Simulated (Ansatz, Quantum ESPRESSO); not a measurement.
## SiOs3 (Fm-3m): zone-centre phonons

Wanted: the vibrations of SiOs3 (Fm-3m) at Γ, by two programs.

Main program and level: Quantum ESPRESSO 7.5; DFT LDA, scalar-relativistic, plane waves, JTH PAW pseudopotentials.

Report form: the programs' logs are mostly left out.

The structure was built from a prototype and need not be the compound's stable phase.

## 1. Starting point

It takes space group Fm-3m (No. 225, cubic). The conventional cell has a = 6.037 Å, b = 6.037 Å, c = 6.037 Å, α = 90.00°, β = 90.00°, γ = 90.00°. Nearest to Si lie 14 Os at 2.61 to 3.02 Å. Nearest to Os lie 8 Os at 2.61 Å and 6 Si at 3.02 Å. Nearest to Os lie 4 Os at 2.61 Å and 4 Si at 2.61 Å. Farther neighbours are not listed.

As a file:

```
CELL_PARAMETERS angstrom
-3.01855 0.00000 3.01855
0.00000 3.01855 3.01855
-3.01855 3.01855 0.00000
ATOMIC_POSITIONS crystal
Si 0.00000 0.00000 0.00000
Os 0.50000 0.50000 0.50000
Os 0.75000 0.75000 0.75000
Os 0.25000 0.25000 0.25000
```

## 2. A first look

A cheap run with smearing and empty bands tells whether the crystal has a gap, which decides between fixed occupations and smearing later on.

probe.in reads:

```
 &control
    calculation='scf',
    prefix='x',
    outdir='./tmp',
    pseudo_dir='./pseudo',
    tprnfor=.true.,
    tstress=.true.,
    verbosity='high',
 /
 &system
    ibrav=2,
    celldm(1)=11.40847205,
    nat=4,
    ntyp=2,
    ecutwfc=40.0,
    ecutrho=200.0,
    occupations='smearing',
    smearing='gaussian',
    degauss=0.01,
 /
 &electrons
    conv_thr=1.0d-07,
    mixing_beta=0.7,
    electron_maxstep=100,
 /
ATOMIC_SPECIES
 Si     28.0850  Si.upf
 Os    190.2300  Os.upf
ATOMIC_POSITIONS crystal
 Si     0.000000000   0.000000000   0.000000000
 Os     0.500000000   0.500000000   0.500000000
 Os     0.750000000   0.750000000   0.750000000
 Os     0.250000000   0.250000000   0.250000000
K_POINTS automatic
 6 6 6 0 0 0
```

Command:

```console
OMP_NUM_THREADS=1 mpirun -n 4 pw.x -nk 4 -in probe.in > probe.out
```

Elapsed: 4.8 s, on 4 MPI ranks of Arm Neoverse V1, shared host; 19 s of CPU time.

Numbers from this step:

| Item | Value |
| --- | --- |
| volume per atom | 13.75 Å³ |
| pressure | -5.068 GPa |
| gap on the k-mesh | 0 eV |

No gap opens on this mesh, so smearing is kept; the start stands at -5.1 GPa.

## 3. Relaxing the cell and atoms

Frequencies change by per cents with a per cent of volume, so the structure is first brought to rest at this level of theory.

relax.in reads:

```
 &control
    calculation='vc-relax',
    prefix='x',
    outdir='./tmp',
    pseudo_dir='./pseudo',
    tprnfor=.true.,
    tstress=.true.,
    forc_conv_thr=2.0d-05,
    etot_conv_thr=1.0d-07,
    nstep=40,
 /
 &system
    ibrav=2,
    celldm(1)=11.40847205,
    nat=4,
    ntyp=2,
    ecutwfc=40.0,
    ecutrho=200.0,
    occupations='smearing',
    smearing='mv',
    degauss=0.02,
 /
 &electrons
    conv_thr=1.0d-11,
    mixing_beta=0.7,
    electron_maxstep=100,
 /
 &ions
 /
 &cell
    press_conv_thr=0.2,
 /
ATOMIC_SPECIES
 Si     28.0850  Si.upf
 Os    190.2300  Os.upf
ATOMIC_POSITIONS crystal
 Si     0.000000000   0.000000000   0.000000000
 Os     0.500000000   0.500000000   0.500000000
 Os     0.750000000   0.750000000   0.750000000
 Os     0.250000000   0.250000000   0.250000000
K_POINTS automatic
 10 10 10 0 0 0
```

Command:

```console
OMP_NUM_THREADS=1 mpirun -n 4 pw.x -nk 4 -in relax.in > relax.out
```

Run time: 79 s. Hardware: 4 MPI ranks; 5.2 min of CPU time.

Relaxation path:

```tsv
step	energy less that of the first step (eV)	largest force (eV/Å)	pressure (GPa)	volume (Å³)
1	0.0000	0.0000	-4.71	55.01
2	-0.0058	0.0000	3.50	53.70
3	-0.0116	0.0000	-0.09	54.25
4	-0.0116	0.0000	0.00	54.23
5	-0.0116	0.0000	0.00	54.23
6	-0.0112	0.0000	0.00	54.23
```

```tsv
conventional cell, symmetrised	before	after	change
a (Å)	6.037	6.009	-0.5 %
b (Å)	6.037	6.009	-0.5 %
c (Å)	6.037	6.009	-0.5 %
volume (Å³/atom)	13.75	13.56	-1.4 %
```

The relaxed structure:

```xyz
4
Lattice="-3.0043 0.0000 3.0043 0.0000 3.0043 3.0043 -3.0043 3.0043 0.0000" Properties=species:S:1:pos:R:3 pbc="T T T"
Si    0.0000    0.0000    0.0000
Os   -3.0043    3.0043    3.0043
Os   -4.5065    4.5065    4.5065
Os   -1.5022    1.5022    1.5022
```

The last row of the table of steps is pw.x's closing run on a basis chosen anew for the final cell, so its energy can jump.

Read from the output:

| Property | Result |
| --- | --- |
| volume per atom | 13.56 Å³ |
| pressure | -0.001 GPa |

The volume changes by -1.4 % from the cell with which this run began.

## 4. Self-consistent run for the response

The response is built on this ground state, so it is converged far tighter than an energy would need. Smearing stays on, as the first look found no gap above 0.3 eV.

scf.in reads:

```
 &control
    calculation='scf',
    prefix='x',
    outdir='./tmp',
    pseudo_dir='./pseudo',
    tprnfor=.true.,
    tstress=.true.,
 /
 &system
    ibrav=2,
    celldm(1)=11.35461797,
    nat=4,
    ntyp=2,
    ecutwfc=40.0,
    ecutrho=200.0,
    occupations='smearing',
    smearing='mv',
    degauss=0.02,
 /
 &electrons
    conv_thr=1.0d-12,
    mixing_beta=0.7,
    electron_maxstep=100,
 /
ATOMIC_SPECIES
 Si     28.0850  Si.upf
 Os    190.2300  Os.upf
ATOMIC_POSITIONS crystal
 Si     0.000000000   0.000000000   0.000000000
 Os     0.500000000   0.500000000   0.500000000
 Os     0.750000000   0.750000000   0.750000000
 Os     0.250000000   0.250000000   0.250000000
K_POINTS automatic
 10 10 10 0 0 0
```

Command:

```console
OMP_NUM_THREADS=1 mpirun -n 4 pw.x -nk 4 -in scf.in > scf.out
```

Wall time 17 s (4 MPI ranks); 70 s of CPU time.

The cell stands at -0.001 GPa, close enough for phonons.

## 5. Linear response at Γ

At q = 0 one unit cell holds all displacements; symmetry groups them into irreducible representations that are solved one by one. With smeared occupations no response to a homogeneous field can be asked.

ph.in reads:

```
phonons
 &inputph
    prefix='x',
    outdir='./tmp',
    fildyn='g.dyn',
    tr2_ph=1.0d-18,
    alpha_mix(1)=0.4,
    nmix_ph=8,
 /
0.000000000000 0.000000000000 0.000000000000
```

Command:

```console
OMP_NUM_THREADS=1 mpirun -n 4 ph.x -nk 4 -in ph.in > ph.out
```

It took 6.5 min on 4 MPI ranks.

Numbers from this step:

* largest acoustic frequency at the zone centre before the sum rule: 0.27 cm⁻¹
* highest optical zone-centre mode (no LO-TO term): 222.0 cm⁻¹
* lowest optical zone-centre mode: -52.99 cm⁻¹

The acoustic modes at Γ come out as far as 0.3 cm⁻¹ from zero, where they should vanish, a small numerical error. The lowest optical mode is imaginary, 53i cm⁻¹, an instability at this level and on this k mesh.

## 6. Modes with the sum rule

A rigid shift of the crystal must cost nothing, but grids and finite bases break this; the acoustic sum rule is imposed before the matrix is diagonalised again.

dynmat.in reads:

```
 &input
    fildyn='g.dyn',
    asr='simple',
    fileig='dynmat.eig',
 /
```

Command:

```console
dynmat.x -in dynmat.in > dynmat.out
```

Run time: 0.47 s. Hardware: 1 thread.

Unit eigenvectors of the mass-weighted matrix after the sum rule; no LO-TO term. Modes at Γ, with each element's share of the kinetic energy (negative means imaginary):

```tsv
mode	frequency (cm⁻¹)	Si %	Os %
1	-53.0	0	100
2	-53.0	0	100
3	-53.0	0	100
4	0.0	5	95
5	0.0	5	95
6	0.0	5	95
7	152.5	6	94
8	152.5	6	94
9	152.5	6	94
10	222.0	89	11
11	222.0	89	11
12	222.0	89	11
```

Displacements in mode 2 (-53.0 cm⁻¹), the largest set to 1:
```
Si1  0.00  0.00  0.00
Os2  0.00  0.00  0.00
Os3  0.11  1.00 -0.04
Os4 -0.11 -1.00  0.04
```

Displacements in mode 10 (222.0 cm⁻¹), the largest set to 1:
```
Si1  0.00  0.00  1.00
Os2  0.00  0.00 -0.14
Os3  0.00  0.00 -0.01
Os4  0.00  0.00 -0.01
```

The rule moves no optical mode by more than 0.1 cm⁻¹.

## 7. Sum rules set otherwise: a sum rule for molecules or wires on a crystal

This rule also removes rotations, which suits molecules and not a crystal; it is tried to see the harm.

dynmat.in reads:

```
 &input
    fildyn='g.dyn',
    asr='zero-dim',
    fileig='dynmat.eig',
 /
```

Command:

```console
dynmat.x -in dynmat.in > dynmat.out
```

Run time: 0.47 s. Hardware: 1 thread.

The run ended normally, but on settings that are not sound.

The fault: a sum rule for molecules or wires on a crystal; 2 optical modes are projected out to zero frequency, as if they were rotations.

For a crystal the rule has to be 'simple' or 'crystal'.

Zone-centre frequencies as printed; negative means imaginary. Modes:

```tsv
mode	frequency (cm⁻¹)
1	-52.99
2	0
3	0
4	0
5	0
6	0
7	68.61
8	68.61
9	152.5
10	159.6
11	159.6
12	222
```

## 8. Sum rules set otherwise (asr crystal)

The rule can be imposed in more than one way; the choices should agree where the raw error is small.

dynmat.in reads:

```
 &input
    fildyn='g.dyn',
    asr='crystal',
    fileig='dynmat.eig',
 /
```

Command:

```console
dynmat.x -in dynmat.in > dynmat.out
```

Run time: 0.47 s. Hardware: 1 thread.

Zone-centre frequencies as printed; negative means imaginary. Modes:

```tsv
mode	frequency (cm⁻¹)
1	-52.99
2	-52.99
3	-52.99
4	0
5	0
6	0
7	152.5
8	152.5
9	152.5
10	222
11	222
12	222
```

Against the first rule no mode moves by more than 0.1 cm⁻¹.

## 9. Cross-check with Ansatz

The same cell goes through another code, with its own cutoff. The potentials differ. Its k mesh is centred on Γ.

This step: DFT LDA, scalar-relativistic, plane waves, PseudoDojo norm-conserving pseudopotentials (Ansatz 0.2.0).

input.yaml reads:

```yaml
crystal:
  lattice:
    - [-3.0043025341, 0.0, 3.0043025341]
    - [0.0, 3.0043025341, 3.0043025341]
    - [-3.0043025341, 3.0043025341, 0.0]
  atoms:
    - { symbol: Si, position: [0.0, 0.0, 0.0] }
    - { symbol: Os, position: [0.5, 0.5, 0.5] }
    - { symbol: Os, position: [0.75, 0.75, 0.75] }
    - { symbol: Os, position: [0.25, 0.25, 0.25] }
kpoints:
  mp_grid: { grid: [10, 10, 10] }
hamiltonian:
  xc: lda
  pseudopotentials: { kind: nc, accuracy: standard }
scf:
  occupations: { method: cold, width: 0.27211 }
output:
  eigenvalues: true
phonons:
  method: dfpt
```

Command:

```console
ansatz run input.yaml --threads 4 --pin off --max-ram 8192MiB --backend cpu --events-out ev --progress --plain --runs-dir out
```

Wall time 67 s (4 threads); peak memory 2 GiB; 4.4 min of CPU time.

This step gave:

```yaml
sum_rule_residual_before_enforcement: 9.70e-5 eV/Å²
highest_optical_zone_centre_mode_no_lo_to_term: 218.4 cm⁻¹
lowest_optical_zone_centre_mode: -51.99 cm⁻¹
```

## 10. The two compared: QE JTH and Ansatz, PseudoDojo

Worked out from the results:

```yaml
root_mean_square_difference: 2.32 cm⁻¹
largest_difference: 3.68 cm⁻¹
```

Frequencies side by side, by row:

```tsv
q (reciprocal lattice)	mode	QE JTH (cm⁻¹)	Ansatz, PseudoDojo (cm⁻¹)
0 0 0	1	-52.99	-51.99
0 0 0	2	-52.99	-51.99
0 0 0	3	-52.99	-51.99
0 0 0	4	0	0
0 0 0	5	0	0
0 0 0	6	0	0
0 0 0	7	152.5	151.3
0 0 0	8	152.5	151.3
0 0 0	9	152.5	151.3
0 0 0	10	222	218.4
0 0 0	11	222	218.4
0 0 0	12	222	218.4
```

At the zone centre the largest difference (acoustic modes at Γ apart) is 2 % of the highest mode.

## 11. What came out

* space group after relaxation: Fm-3m
* volume per atom: 13.6 Å³
* highest optical zone-centre mode (no LO-TO term): 222.0 cm⁻¹
* lowest optical zone-centre mode: -53.0 cm⁻¹
* imaginary optical modes at the zone centre (no q mesh in this session): yes
* largest difference from Ansatz, PseudoDojo: 3.68 cm⁻¹

**Reading.** At the LDA level the optical modes of SiOs3 (Fm-3m) at the zone centre run from 53i to 222 cm⁻¹, so the structure is a saddle point, with 3 modes beyond 10i cm⁻¹ there. Of the 9 optical modes, 3 are Raman active alone and 6 are infrared active alone; inversion symmetry keeps the two sets apart. QE JTH and Ansatz, PseudoDojo differ by 2.3 cm⁻¹ in the root mean square and by 3.7 cm⁻¹ at most, 1.7 % of the highest mode compared (acoustic modes at Γ left out); the two use different potentials, and the cell was not relaxed for the second set. These are harmonic frequencies at zero temperature: anharmonic shifts and linewidths and thermal expansion are left out. Spin-orbit coupling is left out, which can matter for the heavy elements here. In a metal the frequencies hang on the k mesh and the smearing, most of all near Kohn anomalies. The structure is a hypothetical one, built on a prototype.

[Host names and launcher messages were left out of these logs when they were recorded.]

[Logs are printed without paths, hosts, clocks, repeated set-up lines and the standing remarks that a program may print on its own settings, such as how far it seeks lower states.]

[Hosts, paths, dates, database ids (printed as entryN), source tags and the programs' standing remarks are cut or masked in the printed files.]
